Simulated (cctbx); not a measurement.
# Lattice, Laue class and space group of a new crystal

Cell: a = 10.4680 Å, b = 10.4680 Å, c = 10.4680 Å, α = 90.00°, β = 90.00°, γ = 90.00°. Expected content of the cell: Co84 V8 N24.

Simulated single-crystal data (cctbx): synchrotron X-rays, λ = 0.6889 Å, to d = 0.75 Å, 95 % of the full sphere, strongest reflection 20000 counts, noise from counting, a 1.5 % proportional error and a noise floor of 8 counts (s.d.); no absorption.

A first pass over the reflections prints:

```text
10839 reflections to d = 0.752 A
centring   violations  <I/sigma> of those
    A          0 of  5488     -0.0
    B          0 of  5501     -0.0
    C          0 of  5509     -0.0
    I       1072 of  5395      4.2
    R       1479 of  7228      3.9
    F          0 of  8249     -0.0
Laue class    unique    Rint  (classes that these axes allow; Friedel mates merged)
F m m m           401   0.025
F m -3            139   0.027
F m -3 m           99   0.027
space group    extra absences  I>4sigma  <I/sigma>
F 4 3 2                 0          0         -  acentric
F -4 3 m                0          0         -  acentric
F m -3 m                0          0         -  centric
Wilson B = 0.48 A^2   <|E^2-1|> = 0.744 (0.968 centric, 0.736 acentric)   E^2>4: 2.1 %
shell (A)         n   <I/sigma>
 6.04 - 1.50     19     95.5
 1.50 - 1.20     15     80.5
 1.20 - 1.05     12    115.8
 1.05 - 0.95     10     67.5
 0.95 - 0.88     13     82.7
 0.88 - 0.83      9     38.5
 0.83 - 0.79     11    103.7
 0.79 - 0.76     10     79.9
```

**Question.** What are the lattice type, the Laue class and the likely space group?

The reflections that A, B, C and F centring forbids are absent (⟨I/σ⟩ near 0), so the lattice is F. F holds A, B and C together.

Rint stays low (0.025 to 0.027) up to F m -3 m, the highest class in these axes.

3 settings pass the absence test. No glide or screw absences show, which leaves F 4 3 2, F -4 3 m and F m -3 m.

⟨|E²−1|⟩ = 0.744 leans to a non-centrosymmetric structure. Here that hint misleads: the statistic assumes many like atoms on general positions, and few, heavy or special-position atoms break it. The Wilson B of 0.48 Å² means U ≈ 0.0061 Å².

The true group is Fm-3m (no. 225), Laue class m-3m, centrosymmetric. The tables only narrow the choice to the tied entries; cell content, site symmetry and trial solutions must settle it.

The model was made for the exercise: a known structure type with other elements put in, its volume estimated, not relaxed; displacement parameters are assumed.

[Logs are printed without paths, hosts, clocks, repeated set-up lines and the standing remarks that a program may print on its own settings, such as how far it seeks lower states.]
